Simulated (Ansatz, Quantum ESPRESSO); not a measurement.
# Evanescent states of SrO, rock salt type, lattice constant set to 4.943 Å, part 2 of 3

How good a tunnel barrier is SrO, rock salt type, lattice constant set to 4.943 Å?

Quantum ESPRESSO 7.5; plane-wave DFT, LDA, PseudoDojo norm-conserving pseudopotentials; cross-check by Ansatz 0.2.0 with PAW datasets.

So far. Step 2 (Ground state): The run needed 13 iterations to bring the estimated error under 1e-09 Ry.

**3. Complex band structure**

Level of this step: complex band structure by pwcond; plane-wave DFT, LDA, PseudoDojo norm-conserving pseudopotentials (Quantum ESPRESSO).

ikind = 0 solves one period of the crystal for all kz, real and complex, at each energy and k across. ewind and epsproj trim the two-dimensional plane-wave basis; nz1 sets the subslabs.

The input, cbs.in:

```
&inputcond
  outdir = './out'
  prefixl = 'scf'
  band_file = 'cbs'
  ikind = 0
  ewind = 4.0
  epsproj = 1e-05
  nz1 = 7
  energy0 = 6.9
  denergy = -0.23
/
4
  0.00000000 0.00000000 1.00000000
  0.50000000 0.00000000 1.00000000
  0.50000000 0.50000000 1.00000000
  0.25000000 0.00000000 1.00000000
40
```

Run with:

```
> OMP_NUM_THREADS=1 mpirun -n 2 pwcond.x -in cbs.in > cbs.out
```

What it wrote:

```text
[banner, memory and clock lines left out]
Program PWCOND v.7.5 starts

          URL

     ./out/scf.save/

     IMPORTANT: XC functional enforced from input :
     Exchange-correlation= PW
                           (   1   4   0   0   0   0   0)
     Any further DFT definition will be discarded
     Please, verify this is what you really want

     Check: negative core charge=   -0.000003
     Reading collected, re-writing distributed wavefunctions

===== INPUT FILE containing the left lead =====

     GEOMETRY:

     lattice parameter (alat)  =       6.6050  a.u.
     the volume                =     407.5102 (a.u.)^3
     the cross section         =      43.6264 (a.u.)^2
     l of the unit cell        =       1.4142 (alat)
     number of atoms/cell      =            4
     number of atomic types    =            2

     crystal axes: (cart. coord. in units of alat)
               a(1) = (  1.0000  0.0000  0.0000 )
               a(2) = (  0.0000  1.0000  0.0000 )
               a(3) = (  0.0000  0.0000  1.4142 )

   Cartesian axes

     site n.     atom                  positions (alat units)
          1        Sr     tau(  1)=(  0.0000  0.0000  1.4142  )
          2        O      tau(  2)=(  0.5000  0.5000  1.4142  )
          3        Sr     tau(  3)=(  0.5000  0.5000  0.7071  )
          4        O      tau(  4)=(  0.0000  0.0000  0.7071  )

     nr1s                      =           36
     nr2s                      =           36
     nr3s                      =           54
     nr1sx                     =           36
     nr2sx                     =           36
     nr3sx                     =           54
     nr1                       =           36
     nr2                       =           36
     nr3                       =           54
     nr1x                      =           36
     nr2x                      =           36
     nr3x                      =           54

 _______________________________
  Radii of nonlocal spheres:

     type       ibeta     ang. mom.          radius (alat units)
       Sr         1         0                    0.2468
       Sr         2         0                    0.2513
       Sr         3         1                    0.1998
       Sr         4         1                    0.1998
       Sr         5         2                    0.2332
       Sr         6         2                    0.2332
       O          1         0                    0.2029
       O          2         0                    0.2044
       O          3         1                    0.2180
       O          4         1                    0.2195
       O          5         2                    0.2059
----- General information -----

----- Complex band structure calculation -----

     nrx                       =           36
     nry                       =           36
     nz1                       =            7

     energy0               =         6.9E+00
     denergy               =        -2.3E-01
     nenergy               =         40
     ecut2d                =         7.2E+01
     ewind                 =         4.0E+00
     epsproj               =         1.0E-05

     number of k_|| points=    4
                       cryst. coord.
        k(    1) = (   0.0000000   0.0000000), wk =   0.2500000
        k(    2) = (   0.5000000   0.0000000), wk =   0.2500000
        k(    3) = (   0.5000000   0.5000000), wk =   0.2500000
        k(    4) = (   0.2500000   0.0000000), wk =   0.2500000
----- Information about left lead -----

     nocros                   =           31
     noins                    =           31
     norb                     =           93
     norbf                    =           93
     nrz                      =           54

      iorb      type   ibeta   ang. mom.   m       position (alat)
        1        1       1        0        1   taunew(   1)=(  0.0000  0.0000  0.0000)
        2        1       2        0        1   taunew(   2)=(  0.0000  0.0000  0.0000)
        3        1       3        1        1   taunew(   3)=(  0.0000  0.0000  0.0000)
        4        1       3        1        2   taunew(   4)=(  0.0000  0.0000  0.0000)
        5        1       3        1        3   taunew(   5)=(  0.0000  0.0000  0.0000)
        6        1       4        1        1   taunew(   6)=(  0.0000  0.0000  0.0000)
        7        1       4        1        2   taunew(   7)=(  0.0000  0.0000  0.0000)
        8        1       4        1        3   taunew(   8)=(  0.0000  0.0000  0.0000)
        9        1       5        2        1   taunew(   9)=(  0.0000  0.0000  0.0000)
       10        1       5        2        2   taunew(  10)=(  0.0000  0.0000  0.0000)
       11        1       5        2        3   taunew(  11)=(  0.0000  0.0000  0.0000)
       12        1       5        2        4   taunew(  12)=(  0.0000  0.0000  0.0000)
       13        1       5        2        5   taunew(  13)=(  0.0000  0.0000  0.0000)
       14        1       6        2        1   taunew(  14)=(  0.0000  0.0000  0.0000)
       15        1       6        2        2   taunew(  15)=(  0.0000  0.0000  0.0000)
       16        1       6        2        3   taunew(  16)=(  0.0000  0.0000  0.0000)
       17        1       6        2        4   taunew(  17)=(  0.0000  0.0000  0.0000)
       18        1       6        2        5   taunew(  18)=(  0.0000  0.0000  0.0000)
       19        2       1        0        1   taunew(  19)=(  0.5000  0.5000  0.0000)
       20        2       2        0        1   taunew(  20)=(  0.5000  0.5000  0.0000)
       21        2       3        1        1   taunew(  21)=(  0.5000  0.5000  0.0000)
       22        2       3        1        2   taunew(  22)=(  0.5000  0.5000  0.0000)
       23        2       3        1        3   taunew(  23)=(  0.5000  0.5000  0.0000)
       24        2       4        1        1   taunew(  24)=(  0.5000  0.5000  0.0000)
       25        2       4        1        2   taunew(  25)=(  0.5000  0.5000  0.0000)
       26        2       4        1        3   taunew(  26)=(  0.5000  0.5000  0.0000)
       27        2       5        2        1   taunew(  27)=(  0.5000  0.5000  0.0000)
       28        2       5        2        2   taunew(  28)=(  0.5000  0.5000  0.0000)
       29        2       5        2        3   taunew(  29)=(  0.5000  0.5000  0.0000)
       30        2       5        2        4   taunew(  30)=(  0.5000  0.5000  0.0000)
       31        2       5        2        5   taunew(  31)=(  0.5000  0.5000  0.0000)
       32        1       1        0        1   taunew(  32)=(  0.5000  0.5000  0.7071)
       33        1       2        0        1   taunew(  33)=(  0.5000  0.5000  0.7071)
       34        1       3        1        1   taunew(  34)=(  0.5000  0.5000  0.7071)
       35        1       3        1        2   taunew(  35)=(  0.5000  0.5000  0.7071)
       36        1       3        1        3   taunew(  36)=(  0.5000  0.5000  0.7071)
       37        1       4        1        1   taunew(  37)=(  0.5000  0.5000  0.7071)
       38        1       4        1        2   taunew(  38)=(  0.5000  0.5000  0.7071)
       39        1       4        1        3   taunew(  39)=(  0.5000  0.5000  0.7071)
       40        1       5        2        1   taunew(  40)=(  0.5000  0.5000  0.7071)
       41        1       5        2        2   taunew(  41)=(  0.5000  0.5000  0.7071)
       42        1       5        2        3   taunew(  42)=(  0.5000  0.5000  0.7071)
       43        1       5        2        4   taunew(  43)=(  0.5000  0.5000  0.7071)
       44        1       5        2        5   taunew(  44)=(  0.5000  0.5000  0.7071)
       45        1       6        2        1   taunew(  45)=(  0.5000  0.5000  0.7071)
       46        1       6        2        2   taunew(  46)=(  0.5000  0.5000  0.7071)
       47        1       6        2        3   taunew(  47)=(  0.5000  0.5000  0.7071)
       48        1       6        2        4   taunew(  48)=(  0.5000  0.5000  0.7071)
       49        1       6        2        5   taunew(  49)=(  0.5000  0.5000  0.7071)
       50        2       1        0        1   taunew(  50)=(  0.0000  0.0000  0.7071)
       51        2       2        0        1   taunew(  51)=(  0.0000  0.0000  0.7071)
       52        2       3        1        1   taunew(  52)=(  0.0000  0.0000  0.7071)
       53        2       3        1        2   taunew(  53)=(  0.0000  0.0000  0.7071)
       54        2       3        1        3   taunew(  54)=(  0.0000  0.0000  0.7071)
       55        2       4        1        1   taunew(  55)=(  0.0000  0.0000  0.7071)
       56        2       4        1        2   taunew(  56)=(  0.0000  0.0000  0.7071)
       57        2       4        1        3   taunew(  57)=(  0.0000  0.0000  0.7071)
       58        2       5        2        1   taunew(  58)=(  0.0000  0.0000  0.7071)
       59        2       5        2        2   taunew(  59)=(  0.0000  0.0000  0.7071)
       60        2       5        2        3   taunew(  60)=(  0.0000  0.0000  0.7071)
       61        2       5        2        4   taunew(  61)=(  0.0000  0.0000  0.7071)
       62        2       5        2        5   taunew(  62)=(  0.0000  0.0000  0.7071)
       63        1       1        0        1   taunew(  63)=(  0.0000  0.0000  1.4142)
       64        1       2        0        1   taunew(  64)=(  0.0000  0.0000  1.4142)
       65        1       3        1        1   taunew(  65)=(  0.0000  0.0000  1.4142)
       66        1       3        1        2   taunew(  66)=(  0.0000  0.0000  1.4142)
       67        1       3        1        3   taunew(  67)=(  0.0000  0.0000  1.4142)
       68        1       4        1        1   taunew(  68)=(  0.0000  0.0000  1.4142)
       69        1       4        1        2   taunew(  69)=(  0.0000  0.0000  1.4142)
       70        1       4        1        3   taunew(  70)=(  0.0000  0.0000  1.4142)
       71        1       5        2        1   taunew(  71)=(  0.0000  0.0000  1.4142)
       72        1       5        2        2   taunew(  72)=(  0.0000  0.0000  1.4142)
       73        1       5        2        3   taunew(  73)=(  0.0000  0.0000  1.4142)
       74        1       5        2        4   taunew(  74)=(  0.0000  0.0000  1.4142)
       75        1       5        2        5   taunew(  75)=(  0.0000  0.0000  1.4142)
       76        1       6        2        1   taunew(  76)=(  0.0000  0.0000  1.4142)
       77        1       6        2        2   taunew(  77)=(  0.0000  0.0000  1.4142)
       78        1       6        2        3   taunew(  78)=(  0.0000  0.0000  1.4142)
       79        1       6        2        4   taunew(  79)=(  0.0000  0.0000  1.4142)
       80        1       6        2        5   taunew(  80)=(  0.0000  0.0000  1.4142)
       81        2       1        0        1   taunew(  81)=(  0.5000  0.5000  1.4142)
       82        2       2        0        1   taunew(  82)=(  0.5000  0.5000  1.4142)
       83        2       3        1        1   taunew(  83)=(  0.5000  0.5000  1.4142)
       84        2       3        1        2   taunew(  84)=(  0.5000  0.5000  1.4142)
       85        2       3        1        3   taunew(  85)=(  0.5000  0.5000  1.4142)
       86        2       4        1        1   taunew(  86)=(  0.5000  0.5000  1.4142)
       87        2       4        1        2   taunew(  87)=(  0.5000  0.5000  1.4142)
       88        2       4        1        3   taunew(  88)=(  0.5000  0.5000  1.4142)
       89        2       5        2        1   taunew(  89)=(  0.5000  0.5000  1.4142)
       90        2       5        2        2   taunew(  90)=(  0.5000  0.5000  1.4142)
       91        2       5        2        3   taunew(  91)=(  0.5000  0.5000  1.4142)
       92        2       5        2        4   taunew(  92)=(  0.5000  0.5000  1.4142)
       93        2       5        2        5   taunew(  93)=(  0.5000  0.5000  1.4142)
 ngper, shell number =          241          35
 ngper, n2d =          241          95
---  E-Ef =    6.9000000  k =    0.0000000   0.0000000
---  ie =          1  ik =          1
 Nchannels of the left tip =            3
 Right moving states:
   k1(2pi/a)   k2(2pi/a)   E-Ef (eV)
   0.2027068   0.0000000   6.9000000
   0.2027068   0.0000000   6.9000000
  -0.4731156  -0.0000000   6.9000000
 Left moving states:
   k1(2pi/a)   k2(2pi/a)   E-Ef (eV)
  -0.2027068   0.0000000   6.9000000
  -0.2027068   0.0000000   6.9000000
   0.4731156  -0.0000000   6.9000000

---  E-Ef =    6.6700000  k =    0.0000000   0.0000000
---  ie =          2  ik =          1
 Nchannels of the left tip =            3
 Right moving states:
   k1(2pi/a)   k2(2pi/a)   E-Ef (eV)
   0.1491673   0.0000000   6.6700000
   0.1491673   0.0000000   6.6700000
   0.4838086  -0.0000000   6.6700000
 Left moving states:
   k1(2pi/a)   k2(2pi/a)   E-Ef (eV)
  -0.1491673   0.0000000   6.6700000
  -0.1491673   0.0000000   6.6700000
  -0.4838086  -0.0000000   6.6700000
[... further energies and points left out ...]
---  E-Ef =   -1.8400000  k =    0.2500000   0.0000000
---  ie =         39  ik =          4
 Nchannels of the left tip =            2
 Right moving states:
   k1(2pi/a)   k2(2pi/a)   E-Ef (eV)
  -0.4320735   0.0000000  -1.8400000
  -0.4838935   0.0000000  -1.8400000
 Left moving states:
   k1(2pi/a)   k2(2pi/a)   E-Ef (eV)
   0.4320735   0.0000000  -1.8400000
   0.4838935   0.0000000  -1.8400000

---  E-Ef =   -2.0700000  k =    0.2500000   0.0000000
---  ie =         40  ik =          4
 Nchannels of the left tip =            0
 Right moving states:
   k1(2pi/a)   k2(2pi/a)   E-Ef (eV)
 Left moving states:
   k1(2pi/a)   k2(2pi/a)   E-Ef (eV)

Note: The following floating-point exceptions are signalling: IEEE_UNDERFLOW_FLAG
Note: The following floating-point exceptions are signalling: IEEE_UNDERFLOW_FLAG
```

The job ended after 4 min (2 MPI ranks of Arm Neoverse N1, shared host; peak memory 0.12 GiB).

Numbers from this step:

- peak of the smallest κ at the zone centre: 0.284 Å⁻¹
- energy of the peak at the zone centre: 2.3 eV
- peak of the smallest κ at (1/2, 0): 0.425 Å⁻¹
- peak of the smallest κ at (1/2, 1/2): 0.325 Å⁻¹
- peak of the smallest κ at (1/4, 0): 0.341 Å⁻¹

K across = (0, 0) in the cell's reciprocal vectors; values within 0.0025 1/Å of each other count once, columns are sorted by size at each energy, a dash where no further value was kept. Table of Im kz of the slowest decaying states by energy, zero at the highest filled level of the SCF mesh:

```tsv
energy (eV)	decay 1 (Å⁻¹)	decay 2 (Å⁻¹)	decay 3 (Å⁻¹)
-2.07	0.25	0.931	1.22
-1.61	0.104	0.859	1.16
-1.15	0.767	1.11	1.49
-0.69	0.633	1.05	1.45
-0.46	0.527	1.01	1.42
0.00	0.045	0.142	0.174
0.46	0.178	0.263	0.49
0.92	0.23	0.33	0.558
1.38	0.26	0.376	0.583
1.84	0.277	0.41	0.59
2.30	0.284	0.437	0.472
2.53	0.284	0.391	0.447
2.99	0.107	0.277	0.465
3.45	0.26	0.479	0.536
3.91	0.227	0.488	0.504
4.37	0.161	0.464	0.495
4.83	0.416	0.498	0.702
5.29	0.356	0.499	0.625
5.52	0.319	0.498	0.588
5.98	0.223	0.494	0.521
6.44	0.07	0.461	0.486
6.90	0.208	0.408	0.476
```

K across = (0, 0) in the cell's reciprocal vectors. Re kz of states that move upwards against energy, zero at the highest filled level of the SCF mesh:

```tsv
energy (eV)	channel 1 (Å⁻¹)	channel 2 (Å⁻¹)	channel 3 (Å⁻¹)
-2.07	-	-	-
-1.84	-	-	-
-1.38	-0.528	-0.470	-
-1.15	-0.434	-0.384	-
-0.92	-0.357	-0.318	-
-0.46	-0.205	-0.198	-
-0.23	-0.130	-0.0942	-
0.00	-0.0657	-0.0657	-
0.46	-	-	-
0.69	-	-	-
0.92	-	-	-
1.38	-	-	-
1.61	-	-	-
1.84	-	-	-
2.30	-	-	-
2.53	-	-	-
2.99	-	-	-
3.22	0.246	-	-
3.45	0.366	-	-
3.91	0.532	-	-
4.14	0.600	-	-
4.37	-0.609	-	-
4.83	-0.494	0.111	-
5.06	-0.440	0.195	-
5.29	-0.386	0.262	-
5.75	-0.275	0.385	-
5.98	-0.213	0.444	-
6.21	-0.136	0.502	-
6.67	0.190	0.190	0.615
6.90	-0.601	0.258	0.258
```

K across = (1/2, 0) in the cell's reciprocal vectors; values within 0.0025 1/Å of each other count once, columns are sorted by size at each energy, a dash where no further value was kept. Im kz of the slowest decaying states against energy, zero at the highest filled level of the SCF mesh:

```tsv
energy (eV)	decay 1 (Å⁻¹)	decay 2 (Å⁻¹)	decay 3 (Å⁻¹)
-2.07	0.433	0.645	1.93
-1.84	0.186	0.336	0.559
-1.38	0.435	1.88	2.46
-1.15	0.318	0.321	0.494
-0.92	0.478	0.535	-
-0.46	0.589	0.608	1.81
-0.23	0.13	0.607	0.645
0.00	0.2	0.62	0.672
0.46	0.278	0.637	0.708
0.69	0.305	0.641	0.72
0.92	0.326	0.644	0.73
1.38	0.358	0.643	0.741
1.61	0.371	0.641	0.745
1.84	0.382	0.637	0.746
2.30	0.399	0.625	0.746
2.53	0.405	0.617	0.744
2.99	0.415	0.598	0.736
3.22	0.418	0.586	0.731
3.45	0.42	0.573	0.725
3.91	0.423	0.542	0.711
4.14	0.423	0.523	0.702
4.37	0.422	0.503	0.693
4.83	0.425	0.449	0.671
5.06	0.421	0.658	-
5.29	0.403	0.645	1.21
5.75	0.352	0.359	0.615
5.98	0.281	0.364	0.599
6.21	0.194	0.355	0.581
6.67	0.32	0.54	0.919
6.90	0.292	0.516	0.845
```

K across = (1/2, 1/2) in the cell's reciprocal vectors; values within 0.0025 1/Å of each other count once, columns are sorted by size at each energy, a dash where no further value was kept. The Im kz of the slowest decaying states by energy, zero at the highest filled level of the SCF mesh:

```tsv
energy (eV)	decay 1 (Å⁻¹)	decay 2 (Å⁻¹)	decay 3 (Å⁻¹)
-2.07	0.288	0.859	2.00
-1.61	0.183	0.779	1.97
-1.15	0.675	1.94	2.24
-0.69	0.515	1.9	2.22
-0.46	0.37	1.88	2.20
0.00	0.431	1.84	2.17
0.46	0.21	0.306	0.687
0.92	0.28	0.341	0.805
1.38	0.325	0.334	0.879
1.84	0.302	0.357	0.932
2.30	0.248	0.38	0.971
2.53	0.209	0.389	0.987
2.99	0.058	0.403	1.01
3.45	0.412	1.03	1.53
3.91	0.417	1.05	1.49
4.37	0.419	1.06	1.44
4.83	0.417	1.07	1.39
5.29	0.411	1.08	1.33
5.52	0.407	1.08	1.31
5.98	0.396	1.08	1.25
6.44	0.381	1.09	1.19
6.90	0.36	1.09	1.12
```

K across = (1/4, 0) in the cell's reciprocal vectors; values within 0.0025 1/Å of each other count once, columns are sorted by size at each energy, a dash where no further value was kept. Im kz of the slowest decaying states against energy, zero at the highest filled level of the SCF mesh:

```tsv
energy (eV)	decay 1 (Å⁻¹)	decay 2 (Å⁻¹)	decay 3 (Å⁻¹)
-2.07	0.169	0.69	0.798
-1.61	0.55	0.692	1.41
-1.15	0.107	0.257	0.515
-0.69	0.22	0.425	0.439
-0.46	0.394	0.44	0.496
0.00	0.131	0.184	0.557
0.46	0.224	0.28	0.585
0.92	0.273	0.337	0.596
1.38	0.303	0.377	0.597
1.84	0.323	0.407	0.589
2.30	0.335	0.429	0.574
2.53	0.339	0.438	0.565
2.99	0.341	0.453	0.542
3.45	0.339	0.463	0.512
3.91	0.33	0.467	0.476
4.37	0.316	0.393	0.431
4.83	0.293	0.374	0.482
5.29	0.258	0.296	0.447
5.52	0.237	0.42	0.478
5.98	0.152	0.355	0.472
6.44	0.153	0.269	0.464
6.90	0.117	0.202	0.454
```

(Continued in part 3 of 3.)

[Logs are printed without paths, hosts, clocks, repeated set-up lines and the standing remarks that a program may print on its own settings, such as how far it seeks lower states.]

[Hosts, paths, dates, database ids (printed as entryN), source tags and the programs' standing remarks are cut or masked in the printed files.]

[Maps of the electrostatic potential energy from Ansatz leave out the sawtooth potential of an applied field or a dipole correction, so their vacuum need not be flat; planar profiles and work functions include it.]
